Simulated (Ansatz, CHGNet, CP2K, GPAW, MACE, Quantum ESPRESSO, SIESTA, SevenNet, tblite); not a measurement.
# Running random packing of C72N28 (at. %) (57 atoms) with Quantum ESPRESSO

How do the settings of Quantum ESPRESSO change the result for random packing of C72N28 (at. %) (57 atoms)? A plane-wave run serves as the yardstick.

Program: Quantum ESPRESSO 7.5. Level of theory: the method is named at each step. Results are calculated unless marked as measured.

### 1. The structure

The cell holds 57 atoms: 41 C and 16 N. Its edges and angles: a = 7.976 Å, b = 7.976 Å, c = 7.976 Å, α = 90.0°, β = 90.0°, γ = 90.0°. 57 atoms (41 C, 16 N) packed at random in a cube at 2.35 g/cm³ and pushed apart as soft spheres; a start for melting by ab initio MD, not an equilibrated structure. Then every atom was moved at random, 0.02 Å r.m.s. a Cartesian component.

The yardstick, on the same geometry:

| Quantity | Value |
| --- | --- |
| method | Kohn-Sham DFT, PBE, PAW, plane waves (Ansatz 0.2.0); cutoff 420 eV, Γ point, fermi-dirac smearing of 0.05 eV; PAW set soft_2 |
| r.m.s. force component | 1.976 eV/Å |
| longest force | 7.262 eV/Å |
| pressure | -26.61 GPa |
| SCF cycles | 9 |
| time | 3.3 s on 4 threads of Arm Neoverse V1, shared host |
| CPU time | 12 s |

### 2. PBE, sssp-1.3.0-efficiency, 60/480 Ry

Method: Kohn-Sham DFT, PBE, SSSP efficiency 1.3.0 pseudopotentials, plane waves.

File pw.in:

```
&control
  calculation = 'scf'
  pseudo_dir = './pseudo'
  outdir = './tmp'
  disk_io = 'none'
  tprnfor = .true.
  tstress = .true.
/
&system
  ibrav = 0
  nat = 57
  ntyp = 2
  ecutwfc = 60
  ecutrho = 480
  nosym = .true.
  occupations = 'smearing'
  smearing = 'fd'
  degauss = 0.003675
/
&electrons
  conv_thr = 2.9e-07
  electron_maxstep = 100
  mixing_beta = 0.2
  mixing_mode = 'local-TF'
  diagonalization = 'david'
/
ATOMIC_SPECIES
C 12.011 C.upf
N 14.007 N.upf
CELL_PARAMETERS angstrom
7.97600 0.00000 0.00000
0.00000 7.97600 0.00000
0.00000 0.00000 7.97600
ATOMIC_POSITIONS crystal
C 0.00597 0.48401 0.83761
C 0.03952 0.55713 0.56904
C 0.05075 0.76972 0.79905
C 0.39534 0.92633 0.34114
C 0.76720 0.65280 0.98245
C 0.48592 0.62900 0.68293
C 0.92975 0.42733 0.40598
C 0.57031 0.25726 0.21933
C 0.65972 0.50303 0.85490
C 0.53328 0.43183 0.60217
C 0.60335 0.93100 0.79962
C 0.41561 0.02347 0.85269
C 0.17799 0.74598 0.39732
C 0.94264 0.84054 0.50712
C 0.33544 0.34414 0.92591
C 0.47703 0.72881 0.87220
C 0.35897 0.58317 0.47169
C 0.97279 0.13377 0.69179
C 0.28314 0.61800 0.76553
C 0.88845 0.44348 0.01552
C 0.56032 0.51569 0.40910
C 0.89713 0.16892 0.48357
C 0.06686 0.54878 0.19756
C 0.65028 0.11986 0.37480
C 0.72425 0.90960 0.09561
C 0.27648 0.40991 0.70498
C 0.00184 0.10682 0.95371
C 0.27729 0.57015 0.16110
C 0.07934 0.34865 0.03976
C 0.17817 0.10737 0.82796
C 0.80503 0.57418 0.58918
C 0.55947 0.78419 0.21719
C 0.28341 0.83779 0.66812
C 0.03415 0.12622 0.28858
C 0.66446 0.57388 0.20531
C 0.80342 0.00912 0.66652
C 0.54912 0.89248 0.58610
C 0.57312 0.24164 0.70560
C 0.75244 0.30615 0.60934
C 0.98003 0.65620 0.00005
C 0.48978 0.63071 0.07615
N 0.84600 0.75906 0.20466
N 0.75658 0.39030 0.25857
N 0.10543 0.30856 0.78468
N 0.31123 0.16108 0.23978
N 0.26746 0.36654 0.21703
N 0.06656 0.89363 0.14947
N 0.72172 0.69154 0.41530
N 0.16732 0.33820 0.43173
N 0.17072 0.73263 0.04418
N 0.79731 0.21338 0.91737
N 0.12591 0.98736 0.41218
N 0.31382 0.04280 0.04336
N 0.69254 0.74638 0.77199
N 0.42860 0.19422 0.48694
N 0.83253 0.97627 0.29252
N 0.56642 0.25409 0.00952
K_POINTS gamma
```

The run is started by

```sh
$ OMP_NUM_THREADS=1 mpirun -np 2 pw.x -in pw.in > output.txt
```

The log of the run:

```text
Program PWSCF
     gamma-point specific algorithms are used
     Parallelization info
     sticks:   dense  smooth     PW     G-vecs:    dense   smooth      PW
     Min        4343    2173    541               304134   107523   13477
     Max        4350    2176    544               304135   107524   13484
     Sum        8693    4349   1085               608269   215047   26961
     bravais-lattice index     =            0
     lattice parameter (alat)  =      15.0725  a.u.
     unit-cell volume          =    3424.1441 (a.u.)^3
     number of atoms/cell      =           57
     number of atomic types    =            2
     number of electrons       =       244.00
     number of Kohn-Sham states=          146
     kinetic-energy cutoff     =      60.0000  Ry
     charge density cutoff     =     480.0000  Ry
     scf convergence threshold =      2.9E-07
     mixing beta               =       0.2000
     number of iterations used =            8  local-TF  mixing
     Exchange-correlation= PBE
                           (   1   4   3   4   0   0   0)
     crystal axes: (cart. coord. in units of alat)
               a(1) = (   1.000000   0.000000   0.000000 )
               a(2) = (   0.000000   1.000000   0.000000 )
               a(3) = (   0.000000   0.000000   1.000000 )
     reciprocal axes: (cart. coord. in units 2 pi/alat)
               b(1) = (  1.000000  0.000000  0.000000 )
               b(2) = (  0.000000  1.000000  0.000000 )
               b(3) = (  0.000000  0.000000  1.000000 )
     PseudoPot. # 1 for C :
     Pseudo is Projector augmented-wave + core cor, Zval =  4.0
     PseudoPot. # 2 for N :
     Pseudo is Ultrasoft + core correction, Zval =  5.0
     atomic species   valence    mass     pseudopotential
     C                 4.00    12.01100     C ( 1.00)
     N                 5.00    14.00700     N ( 1.00)
     No symmetry found
   Cartesian axes
     number of k points=     1  Fermi-Dirac smearing, width (Ry)=  0.0037
                       cart. coord. in units 2pi/alat
        k(    1) = (   0.0000000   0.0000000   0.0000000), wk =   2.0000000
     Dense  grid:   304135 G-vectors     FFT dimensions: ( 108, 108, 108)
     Smooth grid:   107524 G-vectors     FFT dimensions: (  75,  75,  75)
     Check: negative core charge=   -0.000002
     Initial potential from superposition of free atoms
     starting charge     243.9982, renormalised to     244.0000
     Starting wfcs are  228 randomized atomic wfcs
     Self-consistent Calculation
     iteration #  1     ecut=    60.00 Ry     beta= 0.20
     Threshold (ethr) on eigenvalues was too large:
     Diagonalizing with lowered threshold
     total energy              =   -1063.78943326 Ry
     estimated scf accuracy    <       1.94734949 Ry
     iteration #  2     ecut=    60.00 Ry     beta= 0.20
     total energy              =   -1063.64998123 Ry
     estimated scf accuracy    <       0.89742342 Ry
     iteration #  3     ecut=    60.00 Ry     beta= 0.20
     total energy              =   -1063.73137629 Ry
     estimated scf accuracy    <       0.16363087 Ry
     iteration #  4     ecut=    60.00 Ry     beta= 0.20
     total energy              =   -1063.74269055 Ry
     estimated scf accuracy    <       0.07746814 Ry
     iteration #  5     ecut=    60.00 Ry     beta= 0.20
     c_bands:  1 eigenvalues not converged
     total energy              =   -1063.74560705 Ry
     estimated scf accuracy    <       0.03004585 Ry
     iteration #  6     ecut=    60.00 Ry     beta= 0.20
     total energy              =   -1063.74806038 Ry
     estimated scf accuracy    <       0.00649320 Ry
[...]
total energy              =   -1063.74965804 Ry
[...]
iteration # 14     ecut=    60.00 Ry     beta= 0.20
     total energy              =   -1063.74965801 Ry
     estimated scf accuracy    <       0.00000199 Ry
     iteration # 15     ecut=    60.00 Ry     beta= 0.20
     total energy              =   -1063.74965838 Ry
     estimated scf accuracy    <       0.00000093 Ry
     iteration # 16     ecut=    60.00 Ry     beta= 0.20
     End of self-consistent calculation
          k = 0.0000 0.0000 0.0000 ( 13481 PWs)   bands (ev):
   -12.3944 -11.6602 -11.5051 -10.9788 -10.8892 -10.1766  -9.7473  -9.4021
    -9.1505  -8.9115  -8.5741  -8.4855  -8.0850  -7.8561  -7.7227  -7.4998
    -7.3701  -7.1527  -7.0082  -6.7085  -6.4784  -6.3113  -5.9009  -5.7800
    -5.6383  -5.4357  -4.8903  -4.7622  -4.5919  -4.3496  -3.8330  -3.7514
    -3.6487  -3.4799  -3.3576  -3.2474  -2.9285  -2.7945  -2.7065  -2.5717
    -2.1081  -1.8798  -1.8237  -1.8062  -1.6992  -1.5503  -1.4192  -1.2359
[...]
6.7707   6.8520   6.8938   6.9310   7.0492   7.2150   7.2215   7.2810
     7.3162   7.4133   7.4766   7.5782   7.6033   7.7011   7.7793   7.8784
     7.9153   8.0221   8.0972   8.2056   8.2741   8.3226   8.3989   8.4823
     8.6151   8.6742
     the Fermi energy is     6.8660 ev
!    total energy              =   -1063.74965839 Ry
     estimated scf accuracy    <       0.00000024 Ry
     smearing contrib. (-TS)   =      -0.01907786 Ry
     internal energy E=F+TS    =   -1063.73058053 Ry
     The total energy is F=E-TS. E is the sum of the following terms:
     one-electron contribution =      41.24384965 Ry
     hartree contribution      =     116.84905948 Ry
     xc contribution           =    -257.23128930 Ry
     ewald contribution        =    -710.90223461 Ry
     one-center paw contrib.   =    -253.68996576 Ry
     convergence has been achieved in  16 iterations
     Forces acting on atoms (cartesian axes, Ry/au):
     atom    1 type  1   force =    -0.02037360   -0.09561127    0.08062794
     atom    2 type  1   force =    -0.12471044    0.00811981   -0.00420270
     atom    3 type  1   force =     0.04705332   -0.03277665    0.02954629
     atom    4 type  1   force =     0.05838608   -0.05291698    0.00489099
     atom    5 type  1   force =     0.06459566   -0.08804703   -0.01416971
     atom    6 type  1   force =    -0.09071664   -0.05423252   -0.00272403
[...]
atom   55 type  2   force =     0.13765332   -0.04098866    0.01475128
     atom   56 type  2   force =    -0.05398709    0.00580365   -0.08570961
     atom   57 type  2   force =     0.00626678    0.03752597    0.15637142
     Total force =     1.003340     Total SCF correction =     0.000825
     Computing stress (Cartesian axis) and pressure
          total   stress  (Ry/bohr**3)                   (kbar)     P=     -268.34
  -0.00198839   0.00017758   0.00017613         -292.50       26.12       25.91
   0.00017758  -0.00178178   0.00047327           26.12     -262.11       69.62
   0.00017613   0.00047327  -0.00170226           25.91       69.62     -250.41
     Message from routine punch:
     Nothing written, as per user request (disk_io='none')
```

It took 80 s on 2 MPI ranks of Arm Neoverse V1, shared host; peak memory 1.1 GiB.

Banners, paths, timers and routine set-up lines are dropped from the logs unmarked, and long logs keep their key lines alone; longer cuts are marked.

Against the reference:

| Item | Value |
| --- | --- |
| r.m.s. force component | 1.973 eV/Å |
| r.m.s. difference of force components | 6.088 meV/Å |
| longest difference of force vectors | 19.3 meV/Å |
| force difference over r.m.s. force | 0.3081 % |
| slope of forces against the reference's | 0.9984 |
| correlation of force components | 1 |
| pressure | -26.83 GPa |
| pressure difference | -0.2225 GPa |

Length of the force difference by element (eV/Å):

| element | atoms | mean | most |
| --- | --- | --- | --- |
| C | 41 | 0.0098 | 0.018 |
| N | 16 | 0.0092 | 0.019 |

The surroundings of C38, which bears the longest force, nearest first, numbered as they follow in the input and with coordinates relative to it.

```csv
atom,x,y,z,distance (Å),Fx,Fy,Fz (eV/Å)
C38,0.00,0.00,0.00,0.00,1.50,4.19,-5.72
C39,1.43,0.51,-0.77,1.70,-1.19,-1.67,0.95
C10,-0.32,1.52,-0.82,1.76,-0.08,1.39,-0.50
N55,-1.15,-0.38,-1.74,2.12,3.54,-1.05,0.38
N57,-0.05,0.10,2.42,2.43,0.16,0.96,4.02
C12,-1.26,-1.74,1.17,2.45,-0.50,-0.69,3.67
N51,1.79,-0.23,1.69,2.47,1.76,-0.05,0.29
C9,0.69,2.08,1.19,2.50,1.37,0.96,1.75
C11,0.24,-2.48,0.75,2.60,0.22,-1.43,-3.87
C36,1.84,-1.85,-0.31,2.63,3.45,0.51,0.06
C15,-1.90,0.82,1.76,2.71,0.50,0.52,-1.23
C26,-2.37,1.34,0.00,2.72,-1.18,1.15,4.65
```

Forces lie 0.31 % from the reference's, at 13 times its CPU time (on 2 against 4 cores).

### 3. PBE, sssp-1.3.0-efficiency, 60/480 Ry, cg

Method: Kohn-Sham DFT, PBE, SSSP efficiency 1.3.0 pseudopotentials, plane waves.

pw.in: that of step 2 with these lines changed.

```diff
@@ -24,3 +24,3 @@
   mixing_mode = 'local-TF'
-  diagonalization = 'david'
+  diagonalization = 'cg'
 /
```

The log of the run:

```text
[banner, memory and clock lines left out]
Program PWSCF
     gamma-point specific algorithms are used
     bravais-lattice index     =            0
     lattice parameter (alat)  =      15.0725  a.u.
     unit-cell volume          =    3424.1441 (a.u.)^3
     number of atoms/cell      =           57
     number of atomic types    =            2
     number of electrons       =       244.00
     number of Kohn-Sham states=          146
     kinetic-energy cutoff     =      60.0000  Ry
[... lines left out ...]
     scf convergence threshold =      2.9E-07
[... lines left out ...]
     number of k points=     1  Fermi-Dirac smearing, width (Ry)=  0.0037
[... lines left out ...]
     total energy              =   -1063.73801413 Ry
[... lines left out ...]
     total energy              =   -1063.63731145 Ry
[... lines left out ...]
     total energy              =   -1063.69381333 Ry
[... lines left out ...]
     c_bands:  1 eigenvalues not converged
[... lines left out ...]
     total energy              =   -1063.74965799 Ry
[... lines left out ...]
     total energy              =   -1063.74965832 Ry
[... lines left out ...]
   -12.3944 -11.6602 -11.5051 -10.9787 -10.8892 -10.1765  -9.7473  -9.4020
    -9.1504  -8.9115  -8.5740  -8.4855  -8.0850  -7.8561  -7.7227  -7.4998
    -7.3701  -7.1527  -7.0082  -6.7085  -6.4783  -6.3113  -5.9009  -5.7800
[...]
7.3164   7.4134   7.4768   7.5786   7.6036   7.7016   7.7798   7.8786
     7.9156   8.0226   8.0976   8.2066   8.2750   8.3237   8.4011   8.4836
     8.6219   8.6878
     the Fermi energy is     6.8660 ev
!    total energy              =   -1063.74965829 Ry
     estimated scf accuracy    <       0.00000024 Ry
     smearing contrib. (-TS)   =      -0.01907849 Ry
     internal energy E=F+TS    =   -1063.73057981 Ry
     The total energy is F=E-TS. E is the sum of the following terms:
     one-electron contribution =      41.24431111 Ry
     hartree contribution      =     116.84854082 Ry
     xc contribution           =    -257.23120818 Ry
     ewald contribution        =    -710.90223461 Ry
     one-center paw contrib.   =    -253.68998895 Ry
     convergence has been achieved in  19 iterations
     Forces acting on atoms (cartesian axes, Ry/au):
     atom    1 type  1   force =    -0.02037380   -0.09561367    0.08062790
     atom    2 type  1   force =    -0.12470694    0.00812264   -0.00419984
     atom    3 type  1   force =     0.04705907   -0.03277593    0.02954416
[...]
atom   56 type  2   force =    -0.05397946    0.00579645   -0.08572437
     atom   57 type  2   force =     0.00626965    0.03752621    0.15637008
     Total force =     1.003338     Total SCF correction =     0.001034
     Computing stress (Cartesian axis) and pressure
          total   stress  (Ry/bohr**3)                   (kbar)     P=     -268.35
  -0.00198843   0.00017754   0.00017613         -292.51       26.12       25.91
   0.00017754  -0.00178178   0.00047329           26.12     -262.11       69.62
   0.00017613   0.00047329  -0.00170231           25.91       69.62     -250.42
     Message from routine punch:
     Nothing written, as per user request (disk_io='none')
```

The job ended after 3.4 min (2 MPI ranks; peak memory 1.1 GiB).

Numbers from this run, and their distance from the reference:

| Quantity | Value |
| --- | --- |
| r.m.s. force component | 1.973 eV/Å |
| r.m.s. difference of force components | 6.088 meV/Å |
| longest difference of force vectors | 19.46 meV/Å |
| force difference over r.m.s. force | 0.3081 % |
| slope of forces against the reference's | 0.9984 |
| correlation of force components | 1 |
| pressure | -26.83 GPa |
| pressure difference | -0.2232 GPa |
| energy less the same-level run's | 0 meV/atom |
| r.m.s. force difference from the same-level run | 0.153 meV/Å |

Against the first run (0.31 %), the force difference from the reference is 0.31 %, at 2.6 times the CPU time: another solver or mixer reaches the same state.

[end of part 1 of 2]

[Also dropped from logs without a mark: logging warnings of Python, and SIESTA's first energy breakdown and zero terms.]

[Logs are printed without paths, hosts, clocks, repeated set-up lines and the standing remarks that a program may print on its own settings, such as how far it seeks lower states.]

[Hosts, paths, dates, database ids (printed as entryN), source tags and the programs' standing remarks are cut or masked in the printed files.]
